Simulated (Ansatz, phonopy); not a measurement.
# SiC (Moissanite 3C, F-43m) at temperature and pressure, part 2 of 3

Wanted: expansion, heat capacity and stiffness of SiC (Moissanite 3C) along isobars.

Ansatz 0.2.0; DFT RPBE, scalar-relativistic, plane waves, PAW.

So far. Step 2 (Probe on a coarse mesh): The start is under 6.5 GPa at this level and looks like an insulator or semiconductor on this mesh. Step 4 (Relaxing to small residual forces and stress): The residual pressure is -0.0018 GPa, small enough for phonons.

### Step 6. Phonons on strained cells, pressure 2 GPa

The study relaxes the crystal at several strains, solves the phonons on some of them and minimises the free energy at each temperature (static energy, vibrations, the electrons in a metal, and PV under a set pressure); the q-mesh sets how far the force constants reach.

input.yaml reads:

```yaml
crystal:
  lattice:
    - [0.0, 2.1939270249, 2.1939270249]
    - [2.1939270249, 0.0, 2.1939270249]
    - [2.1939270249, 2.1939270249, 0.0]
  atoms:
    - { symbol: Si, position: [0.0, 0.0, 0.0] }
    - { symbol: C, position: [0.25, 0.25, 0.25] }
kpoints:
  mp_grid: { grid: [12, 12, 12] }
hamiltonian:
  xc: rpbe
scf:
  occupations: { method: fixed }
output:
  eigenvalues: true
phonons:
  method: dfpt
  qmesh: [4, 4, 4]
  temperatures: { t_max: 1200.0, t_step: 50 }
  thermal_expansion: { pressure: 2.0 }
```

On the command line:

```console
$ ansatz run input.yaml --threads 4 --pin off --max-ram 8192MiB --backend cpu --events-out ev --progress --plain --runs-dir out
```

Numbers of over 12 decimals in the logs are rounded to 6 here.

What it wrote:

```text
Warning: phonons: the dynamical matrix that this run interpolates holds no multipole term above the dipole-dipole one, and a site of this crystal is no centre of inversion, so its interpolated transverse optical and acoustic branches and sound speeds can stay off near Gamma, and the density of states and the thermodynamics with them. What a run solves at a wave vector of phonons.qpoints, Gamma apart, where the deck admits one, is free of this, and under fd what a larger phonons.supercell samples
[...]
Crystal: 2 atoms, lattice volume = 21.120 Å³
Basis set: ecut = 487.2 eV, 531 PW (Γ), exchange–correlation on 48×48×48 points (8 copies of the dense FFT grid, shifted against one another)
Bands: 8, of which v1, the nominal top of the filled ones, is band 4 counted from 1 (3 counted from 0)
Symmetry: 24 space group operations
[...]
k-points: 72 of 1728 (time reversal used)
[...]
SCF iter   1: F=—  HF=-891.483939 eV  |F-HF|=—  |Δ(HF+E_count)|=         —  Δρ=3.29e-3  dr2=1.46e-3  ethr=1.77e-3  ⟨swp⟩=4.9  Hψ=4074  notcnv=0  defer=120
[...]
SCF iter   7: F=-891.483663 eV  HF=-891.483663 eV  |F-HF|=1.14e-13  |Δ(HF+E_count)|=  3.90e-10  Δρ=7.90e-8  dr2=1.27e-12  ethr=1.00e-12  ⟨swp⟩=7.1  Hψ=3293  notcnv=0
SCF 1 converged in 7 iterations: F = -891.483663 eV  dr2 = 1.27e-12
[...]
relax step   1: F+E_penalty+E_count = -891.48366273 eV  Δ(F+E_penalty+E_count) = +0.000e0 eV  max|allowed force component| = 3.886e-16 eV/Å  Δτ_max = 0.0000 Å  (7 SCF iters, accepted)
SCF converged after 7 iterations
Free energy (F): -891.483663 eV
[...]
Internal energy: -891.483663 eV  (E = F + TS)
E sigma→0 (E₀):  -891.483663 eV
Fermi energy:    9.325567 eV
[...]
--- Stress (GPa, compression-positive) ---
        1.987188       0.000000      -0.000000
       -0.000000       1.987188       0.000000
       -0.000000       0.000000       1.987188
  P = ⅓ Tr σ = 1.9872 GPa (19.872 kbar)
--- Band table (eV; the first three rows and the last of 72) ---
[...]
── thermal expansion: 3 new cells, 3 in all ──
thermal expansion: relaxation of cell 2
thermal expansion: relaxation of cell 3
── thermal expansion: 2 new cells, 5 in all ──
thermal expansion: relaxation of cell 4
thermal expansion: lower-state search of cell 4
thermal expansion: phonons of cell 4
thermal expansion: relaxation of cell 5
thermal expansion: phonons of cell 5
── thermal expansion: 6 new cells, 11 in all ──
thermal expansion: relaxation of cell 6
thermal expansion: relaxation of cell 7
thermal expansion: relaxation of cell 8
thermal expansion: relaxation of cell 9
thermal expansion: relaxation of cell 10
thermal expansion: relaxation of cell 11
thermal expansion: phonons of cell 6
thermal expansion: phonons of cell 7
thermal expansion: phonons of cell 8
--- Relaxed structure (1 steps of the walk, 1 accepted, 0 SCFs on fresh bases) ---
  F+E_penalty+E_count = -891.48366273 eV   max|allowed force component| = 3.886e-16 eV/Å
  atoms:
    - { symbol: Si, position: [0.0, 0.0, 0.0] }
    - { symbol: C, position: [0.25, 0.25, 0.25] }
--- Thermal expansion: 11 cells in 3 rounds, 2 GPa ---
  no lower state was reached at cell 4
  without vibrations: a 3.10262, b 3.10262, c 3.10262 Å, V 21.1188 Å³, B 213.46 GPa
  at 0 K: a 3.11094, b 3.11094, c 3.11094 Å, V 21.2891 Å³, B 209.24 GPa
  zero-point expansion: a +0.268, b +0.268, c +0.268, V +0.806 %
      T/K        a/Å        b/Å        c/Å       V/Å³ | expansion of a, b, c, V (1e-6/K)   | that of V in the mean from 25 °C | C_P, C_V (J/mol K of the cell) | B_T, B_S (GPa)
     0.00    3.11094    3.11094    3.11094    21.2891 |    0.00    0.00    0.00    0.00 |    2.69 |     0.000     0.000 |   209.24   209.24
   150.00    3.11102    3.11102    3.11102    21.2908 |    0.66    0.66    0.66    1.99 |    4.88 |    10.835    10.834 |   209.08   209.11
   298.15    3.11177    3.11177    3.11177    21.3062 |    2.58    2.58    2.58    7.74 |       - |    27.727    27.679 |   208.00   208.36
   400.00    3.11275    3.11275    3.11275    21.3264 |    3.56    3.56    3.56   10.67 |    9.31 |    35.005    34.884 |   206.86   207.58
   550.00    3.11463    3.11463    3.11463    21.3651 |    4.42    4.42    4.42   13.27 |   10.98 |    41.107    40.852 |   204.95   206.23
   700.00    3.11682    3.11682    3.11682    21.4103 |    4.92    4.92    4.92   14.75 |   12.15 |    44.377    43.979 |   202.91   204.75
   850.00    3.11920    3.11920    3.11920    21.4593 |    5.23    5.23    5.23   15.68 |   13.02 |    46.307    45.764 |   200.81   203.19
  1000.00    3.12170    3.12170    3.12170    21.5109 |    5.45    5.45    5.45   16.35 |   13.69 |    47.552    46.864 |   198.67   201.59
  1150.00    3.12430    3.12430    3.12430    21.5646 |    5.62    5.62    5.62   16.86 |   14.24 |    48.418    47.585 |   196.51   199.96
  1200.00    3.12518    3.12518    3.12518    21.5829 |    5.67    5.67    5.67   17.00 |   14.40 |    48.652    47.769 |   195.79   199.41
  the static fit leaves 0.000 meV an atom of the energies and, of the stresses, 0.000 GPa of each cell's largest along a strain (root mean squares over the cells), whose Pulay part it has at -0.006 GPa
  vibrations' free energy: its fit leaves 0.0000 meV an atom at the most
  the electrons' free energy at temperature is not in it: every band gap is over 1.24 eV
  free energies summed between the sampled wave vectors
  estimated error of the fitted expansion in any direction: up to 0.019e-6/K, at 1200 K (an estimate, not a bound: it was exceeded on models of known expansion)
  by sums over the sampled wave vectors an expansion of the volume parts by up to 0.25e-6/K
  by a static energy of one degree less an expansion of the volume parts by up to 0.00e-6/K
  band gaps on the cells' k-points are 1.361 to 1.432 eV
```

It took 6 min on 4 threads of Intel Xeon Platinum 8488C (Sapphire Rapids), shared host; peak memory 1.2 GiB; 22 min of CPU time.

Numbers from this step:

```
pressure                                         : 1.987 GPa
volume expansion coefficient at 298 K            : 7.74 1e-6/K
C_P at 298 K                                     : 13.86 J/mol-atom/K
entropy at 298 K                                 : 8.777 J/mol-atom/K
isothermal bulk modulus at 298 K                 : 208 GPa
Grüneisen parameter at 298 K                     : 0.7463
volume at 298 K                                  : 10.65 Å³/atom
principal linear expansion coefficients at 298 K : 2.58, 2.58, 2.58 1e-6/K
```

Strained cells of the study; zero-point energy where phonons were solved; the pressures are stresses at a fixed cutoff and can carry an offset from the finite basis. Expansion cells, by row:

| cell | \|a\| (Å) | \|b\| (Å) | \|c\| (Å) | V (Å³/atom) | E - E_lowest (meV/atom) | pressure, compression positive (GPa) | gap (eV) | zero-point energy (meV/atom) |
| --- | --- | --- | --- | --- | --- | --- | --- | --- |
| 1 | 3.103 | 3.103 | 3.103 | 10.56 | 0.617 | 1.981 | 1.39 | - |
| 2 | 3.127 | 3.127 | 3.127 | 10.82 | 1.407 | -2.887 | 1.413 | - |
| 3 | 3.078 | 3.078 | 3.078 | 10.31 | 7.791 | 7.326 | 1.367 | - |
| 4 | 3.103 | 3.103 | 3.103 | 10.56 | 0.602 | 1.955 | 1.39 | 108 |
| 5 | 3.118 | 3.118 | 3.118 | 10.72 | 0.212 | -1.144 | 1.405 | 106.3 |
| 6 | 3.113 | 3.113 | 3.113 | 10.67 | 0 | -0.119 | 1.4 | 106.9 |
| 7 | 3.123 | 3.123 | 3.123 | 10.77 | 0.741 | -2.112 | 1.409 | 105.7 |
| 8 | 3.134 | 3.134 | 3.134 | 10.88 | 2.799 | -4.028 | 1.418 | 104.6 |
| 9 | 3.072 | 3.072 | 3.072 | 10.25 | 10.83 | 8.721 | 1.361 | - |
| 10 | 3.087 | 3.087 | 3.087 | 10.4 | 4.11 | 5.241 | 1.376 | - |
| 11 | 3.149 | 3.149 | 3.149 | 11.04 | 8.298 | -6.76 | 1.432 | - |

Quasi-harmonic; a, b, c are the run's own cell vectors. Expansion, by row:

| T (K) | a (Å) | b (Å) | c (Å) | alpha (deg) | beta (deg) | gamma (deg) | cell volume (Å³/cell) | alpha_a (1e-6/K) | alpha_b (1e-6/K) | alpha_c (1e-6/K) | alpha_V (1e-6/K) | C_P (J/mol-atom/K) | C_V (J/mol-atom/K) | S (J/mol-atom/K) | B_T (GPa) | B_S (GPa) | Grueneisen | extrapolation | fit error (1e-6/K) |
| --- | --- | --- | --- | --- | --- | --- | --- | --- | --- | --- | --- | --- | --- | --- | --- | --- | --- | --- | --- |
| 0 | 3.111 | 3.111 | 3.111 | 60 | 60 | 60 | 21.29 | 0 | 0 | 0 | 0 | 0 | 0 | 0 | 209.2 | 209.2 | - | 0 | 0 |
| 50 | 3.111 | 3.111 | 3.111 | 60 | 60 | 60 | 21.29 | 0.02 | 0.02 | 0.02 | 0.06 | 0.273 | 0.273 | 0.078 | 209.2 | 209.2 | 0.315 | 0 | 0 |
| 100 | 3.111 | 3.111 | 3.111 | 60 | 60 | 60 | 21.29 | 0.22 | 0.22 | 0.22 | 0.65 | 2.335 | 2.335 | 0.791 | 209.2 | 209.2 | 0.373 | 0 | 0 |
| 150 | 3.111 | 3.111 | 3.111 | 60 | 60 | 60 | 21.29 | 0.66 | 0.66 | 0.66 | 1.99 | 5.418 | 5.417 | 2.309 | 209.1 | 209.1 | 0.494 | 0 | 0 |
| 200 | 3.111 | 3.111 | 3.111 | 60 | 60 | 60 | 21.29 | 1.3 | 1.3 | 1.3 | 3.9 | 8.596 | 8.592 | 4.305 | 208.8 | 208.9 | 0.608 | 0 | 0 |
| 250 | 3.111 | 3.111 | 3.111 | 60 | 60 | 60 | 21.3 | 1.98 | 1.98 | 1.98 | 5.94 | 11.5 | 11.48 | 6.543 | 208.4 | 208.7 | 0.692 | 0 | 0 |
| 298.1 | 3.112 | 3.112 | 3.112 | 60 | 60 | 60 | 21.31 | 2.58 | 2.58 | 2.58 | 7.74 | 13.86 | 13.84 | 8.776 | 208 | 208.4 | 0.746 | 0 | 0 |
| 300 | 3.112 | 3.112 | 3.112 | 60 | 60 | 60 | 21.31 | 2.6 | 2.6 | 2.6 | 7.8 | 13.95 | 13.92 | 8.862 | 208 | 208.3 | 0.748 | 0 | 0 |
| 350 | 3.112 | 3.112 | 3.112 | 60 | 60 | 60 | 21.32 | 3.13 | 3.13 | 3.13 | 9.38 | 15.93 | 15.89 | 11.17 | 207.4 | 208 | 0.786 | 0 | 0.01 |
| 400 | 3.113 | 3.113 | 3.113 | 60 | 60 | 60 | 21.33 | 3.56 | 3.56 | 3.56 | 10.67 | 17.5 | 17.44 | 13.4 | 206.9 | 207.6 | 0.812 | 0 | 0.01 |
| 450 | 3.113 | 3.113 | 3.113 | 60 | 60 | 60 | 21.34 | 3.9 | 3.9 | 3.9 | 11.71 | 18.75 | 18.67 | 15.54 | 206.2 | 207.2 | 0.831 | 0 | 0.01 |
| 500 | 3.114 | 3.114 | 3.114 | 60 | 60 | 60 | 21.35 | 4.19 | 4.19 | 4.19 | 12.57 | 19.75 | 19.65 | 17.57 | 205.6 | 206.7 | 0.845 | 0 | 0.01 |
| 550 | 3.115 | 3.115 | 3.115 | 60 | 60 | 60 | 21.37 | 4.42 | 4.42 | 4.42 | 13.27 | 20.55 | 20.43 | 19.49 | 204.9 | 206.2 | 0.856 | 0 | 0.01 |
| 600 | 3.115 | 3.115 | 3.115 | 60 | 60 | 60 | 21.38 | 4.61 | 4.61 | 4.61 | 13.84 | 21.21 | 21.05 | 21.3 | 204.3 | 205.8 | 0.865 | 0 | 0.01 |
| 650 | 3.116 | 3.116 | 3.116 | 60 | 60 | 60 | 21.39 | 4.78 | 4.78 | 4.78 | 14.33 | 21.74 | 21.57 | 23.02 | 203.6 | 205.2 | 0.872 | 0 | 0.01 |
| 700 | 3.117 | 3.117 | 3.117 | 60 | 60 | 60 | 21.41 | 4.92 | 4.92 | 4.92 | 14.75 | 22.19 | 21.99 | 24.65 | 202.9 | 204.8 | 0.877 | 0 | 0.01 |
| 750 | 3.118 | 3.118 | 3.118 | 60 | 60 | 60 | 21.43 | 5.03 | 5.03 | 5.03 | 15.1 | 22.56 | 22.34 | 26.2 | 202.2 | 204.2 | 0.882 | 0 | 0.01 |
| 800 | 3.118 | 3.118 | 3.118 | 60 | 60 | 60 | 21.44 | 5.14 | 5.14 | 5.14 | 15.41 | 22.88 | 22.63 | 27.66 | 201.5 | 203.7 | 0.886 | 0 | 0.01 |
| 850 | 3.119 | 3.119 | 3.119 | 60 | 60 | 60 | 21.46 | 5.23 | 5.23 | 5.23 | 15.68 | 23.15 | 22.88 | 29.06 | 200.8 | 203.2 | 0.889 | 0 | 0 |
| 900 | 3.12 | 3.12 | 3.12 | 60 | 60 | 60 | 21.48 | 5.31 | 5.31 | 5.31 | 15.93 | 23.39 | 23.09 | 30.39 | 200.1 | 202.7 | 0.892 | 0 | 0 |
| 950 | 3.121 | 3.121 | 3.121 | 60 | 60 | 60 | 21.49 | 5.38 | 5.38 | 5.38 | 16.15 | 23.59 | 23.27 | 31.66 | 199.4 | 202.1 | 0.895 | 0 | 0.01 |
| 1000 | 3.122 | 3.122 | 3.122 | 60 | 60 | 60 | 21.51 | 5.45 | 5.45 | 5.45 | 16.35 | 23.78 | 23.43 | 32.87 | 198.7 | 201.6 | 0.898 | 0 | 0.01 |
| 1050 | 3.123 | 3.123 | 3.123 | 60 | 60 | 60 | 21.53 | 5.51 | 5.51 | 5.51 | 16.53 | 23.94 | 23.57 | 34.04 | 197.9 | 201.1 | 0.9 | 0 | 0.01 |
| 1100 | 3.123 | 3.123 | 3.123 | 60 | 60 | 60 | 21.55 | 5.57 | 5.57 | 5.57 | 16.7 | 24.08 | 23.69 | 35.16 | 197.2 | 200.5 | 0.902 | 0 | 0.01 |
| 1150 | 3.124 | 3.124 | 3.124 | 60 | 60 | 60 | 21.56 | 5.62 | 5.62 | 5.62 | 16.86 | 24.21 | 23.79 | 36.23 | 196.5 | 200 | 0.904 | 0 | 0.02 |
| 1200 | 3.125 | 3.125 | 3.125 | 60 | 60 | 60 | 21.58 | 5.67 | 5.67 | 5.67 | 17 | 24.33 | 23.89 | 37.26 | 195.8 | 199.4 | 0.906 | 0 | 0.02 |

Expansion coefficient against temperature; values in 1e-6/K:

| temperature (K) | volume | principal 1 |
| --- | --- | --- |
| 0 | 0 | 0 |
| 50 | 0.06 | 0.02 |
| 100 | 0.65 | 0.22 |
| 200 | 3.9 | 1.3 |
| 250 | 5.94 | 1.98 |
| 298 | 7.74 | 2.58 |
| 300 | 7.8 | 2.6 |
| 350 | 9.38 | 3.13 |
| 450 | 11.7 | 3.9 |
| 500 | 12.6 | 4.19 |
| 550 | 13.3 | 4.42 |
| 600 | 13.8 | 4.61 |
| 650 | 14.3 | 4.78 |
| 700 | 14.8 | 4.92 |
| 800 | 15.4 | 5.14 |
| 850 | 15.7 | 5.23 |
| 900 | 15.9 | 5.31 |
| 950 | 16.1 | 5.38 |
| 1000 | 16.4 | 5.45 |
| 1100 | 16.7 | 5.57 |
| 1150 | 16.9 | 5.62 |
| 1200 | 17 | 5.67 |

At 298 K the volume expansion is 7.74 × 10⁻⁶/K and B_T is 208 GPa. The program raised the cutoff to 487.2 eV by itself: with no cutoff typed, the study takes about 1.16 times the default for its relaxations and scales it with the volume for the phonons.

### Step 7. Free-energy fit

This step: DFT RPBE, scalar-relativistic, plane waves, PAW (phonopy 4.10.0).

Numbers from this step:

- volume expansion coefficient at 300 K: 7.76 1e-6/K
- isothermal bulk modulus at 300 K: 208.0 GPa
- C_P at 300 K: 13.91 J/mol-atom/K
- Grüneisen parameter at 300 K: 0.743

The energy (each curve on its own zero) by volume; values in meV/atom:

| volume (Å³/atom) | static | F at 0 K | F at 300 K | F at 1200 K |
| --- | --- | --- | --- | --- |
| 10.561 | 0.6 | 2.27 | 2.44 | 5.01 |
| 10.666 | 0 | 0.55 | 0.61 | 1.49 |
| 10.721 | 0.21 | 0.2 | 0.2 | 0.2 |
| 10.773 | 0.74 | 0.19 | 0.13 | -0.72 |
| 10.880 | 2.8 | 1.14 | 0.97 | -1.64 |

At 2 GPa: the fit is of F + PV, and the F(V) shown holds no PV. Qha vinet, by row:

| T (K) | fitted volume (Å³/atom) | alpha_V (1e-6/K) | B_T (GPa) | C_P (J/mol-atom/K) | Grueneisen |
| --- | --- | --- | --- | --- | --- |
| 100 | 10.64 | 0.78 | 209.2 | 2.277 | 0.4467 |
| 150 | 10.65 | 2.09 | 209.1 | 5.345 | 0.5173 |
| 200 | 10.65 | 3.92 | 208.8 | 8.532 | 0.6116 |
| 250 | 10.65 | 5.91 | 208.4 | 11.45 | 0.6882 |
| 300 | 10.65 | 7.76 | 208 | 13.91 | 0.7434 |
| 350 | 10.66 | 9.33 | 207.4 | 15.9 | 0.782 |
| 400 | 10.66 | 10.63 | 206.9 | 17.49 | 0.8093 |
| 450 | 10.67 | 11.68 | 206.3 | 18.75 | 0.8291 |
| 500 | 10.68 | 12.54 | 205.6 | 19.75 | 0.8438 |
| 550 | 10.68 | 13.24 | 205 | 20.56 | 0.855 |
| 600 | 10.69 | 13.83 | 204.3 | 21.21 | 0.8638 |
| 650 | 10.7 | 14.32 | 203.6 | 21.75 | 0.8708 |
| 700 | 10.71 | 14.73 | 202.9 | 22.2 | 0.8766 |
| 750 | 10.71 | 15.09 | 202.2 | 22.57 | 0.8814 |
| 800 | 10.72 | 15.4 | 201.6 | 22.89 | 0.8856 |
| 850 | 10.73 | 15.68 | 200.8 | 23.16 | 0.8891 |
| 900 | 10.74 | 15.92 | 200.2 | 23.4 | 0.8923 |
| 950 | 10.75 | 16.14 | 199.4 | 23.6 | 0.8951 |
| 1000 | 10.76 | 16.34 | 198.7 | 23.78 | 0.8976 |
| 1050 | 10.76 | 16.52 | 198 | 23.94 | 0.8999 |

Table of volume expansion coefficient by temperature; values in 1e-6/K:

| temperature (K) | phonopy-qha, Vinet | Ansatz's own study |
| --- | --- | --- |
| 100 | 0.78 | 0.65 |
| 150 | 2.09 | 1.99 |
| 200 | 3.92 | 3.9 |
| 250 | 5.91 | 5.94 |
| 300 | 7.76 | 7.8 |
| 350 | 9.33 | 9.38 |
| 400 | 10.6 | 10.7 |
| 450 | 11.7 | 11.7 |
| 500 | 12.5 | 12.6 |
| 550 | 13.2 | 13.3 |
| 600 | 13.8 | 13.8 |
| 650 | 14.3 | 14.3 |
| 700 | 14.7 | 14.8 |
| 750 | 15.1 | 15.1 |
| 800 | 15.4 | 15.4 |
| 850 | 15.7 | 15.7 |
| 900 | 15.9 | 15.9 |
| 950 | 16.1 | 16.1 |
| 1000 | 16.3 | 16.4 |
| 1050 | 16.5 | 16.5 |

The fit gives a volume expansion of 7.76 × 10⁻⁶/K at 300 K, against 7.74 at 298 K from the study itself, whose static fit uses more cells.

### Step 8. Relaxation under pressure, pressure 10 GPa

The study at pressure needs a start near its own equilibrium, so the cell is first relaxed to that pressure.

This step: DFT RPBE, scalar-relativistic, plane waves, PAW (Ansatz 0.2.0).

input.yaml reads:

```yaml
crystal:
  lattice:
    - [0.0, 2.2008869807, 2.2008869807]
    - [2.2008869807, 0.0, 2.2008869807]
    - [2.2008869807, 2.2008869807, 0.0]
  atoms:
    - { symbol: Si, position: [0.0, 0.0, 0.0] }
    - { symbol: C, position: [0.25, 0.25, 0.25] }
kpoints:
  mp_grid: { grid: [12, 12, 12] }
hamiltonian:
  xc: rpbe
scf:
  occupations: { method: fixed }
output:
  forces: true
  stress: true
  eigenvalues: true
relax:
  adjacent_minimum: "off"
  f_tol: 0.001
  max_steps: 60
  cell: { stress_tol: 0.05, p_target: 10.0 }
```

What it wrote:

```text
[...]
Crystal: 2 atoms, lattice volume = 21.322 Å³
Basis set: ecut = 420 eV, 411 PW (Γ), exchange–correlation on 48×48×48 points (8 copies of the dense FFT grid, shifted against one another)
Bands: 8, of which v1, the nominal top of the filled ones, is band 4 counted from 1 (3 counted from 0)
Symmetry: 24 space group operations
[...]
k-points: 72 of 1728 (time reversal used)
[...]
0.000000       0.000000       9.998227
  P = ⅓ Tr σ = 9.9982 GPa (99.982 kbar)
--- Band table (eV; the first three rows and the last of 72) ---
[...]
--- Relaxed structure (5 steps of the walk, 5 accepted, 2 SCFs on fresh bases) ---
[...]
cell:  # Å, volume = 20.3922 Å³
    - [0, 2.168426, 2.168426]
    - [2.168426, 0, 2.168426]
    - [2.168426, 2.168426, 0]
  atoms:
    - { symbol: Si, position: [0, 0, 0] }
    - { symbol: C, position: [0.25, 0.25, 0.25] }
[key lines of the parts left out:]
SCF converged after 4 iterations
Free energy (F): -891.454724 eV
Fermi energy:    9.766416 eV
```

The job ended after 3.7 s (4 threads; peak memory 0.37 GiB; 12 s of CPU time).

Relaxation path:

| step | energy less that of the first step (eV) | largest force component (eV/Å) | pressure (GPa) | volume (Å³) |
| --- | --- | --- | --- | --- |
| 1 | 0.0000 | 0.0000 | 0.00 | 21.32 |
| 2 | 0.0087 | 0.0000 | 5.69 | 20.77 |
| 3 | 0.0278 | 0.0000 | 10.27 | 20.38 |
| 4 | 0.0263 | 0.0000 | 9.99 | 20.40 |
| 5* | 0.0274 | 0.0000 | 9.89 | 20.40 |
| 6 | 0.0279 | 0.0000 | 10.00 | 20.39 |
| 7* | 0.0280 | 0.0000 | 10.00 | 20.39 |

Relaxation steps marked * repeat the geometry before them on a plane-wave basis chosen anew for their cell, so energy and pressure can jump there.

Forces are held to the 24 operations that the run works with; a distortion that breaks them can't arise in this run.

| conventional cell, symmetrised | before | after | change |
| --- | --- | --- | --- |
| a (Å) | 4.402 | 4.337 | -1.5 % |
| b (Å) | 4.402 | 4.337 | -1.5 % |
| c (Å) | 4.402 | 4.337 | -1.5 % |
| volume (Å³/atom) | 10.66 | 10.20 | -4.4 % |

Final coordinates:

```
Si C
1.0
     0.00000    2.16843    2.16843
     2.16843    0.00000    2.16843
     2.16843    2.16843    0.00000
Si C
1 1
Direct
  0.00000 0.00000 0.00000
  0.25000 0.25000 0.25000
```

This step gave:

```yaml
pressure: 9.998 GPa
gap_on_the_k_mesh: 1.356 eV
volume_per_atom: 10.20 Å³
```

[end of part 2 of 3]

[Logs are printed without paths, hosts, clocks, repeated set-up lines and the standing remarks that a program may print on its own settings, such as how far it seeks lower states.]

[Hosts, paths, dates, database ids (printed as entryN), source tags and the programs' standing remarks are cut or masked in the printed files.]

[A step with changed settings may run another functional than the one named; its input shows which.]
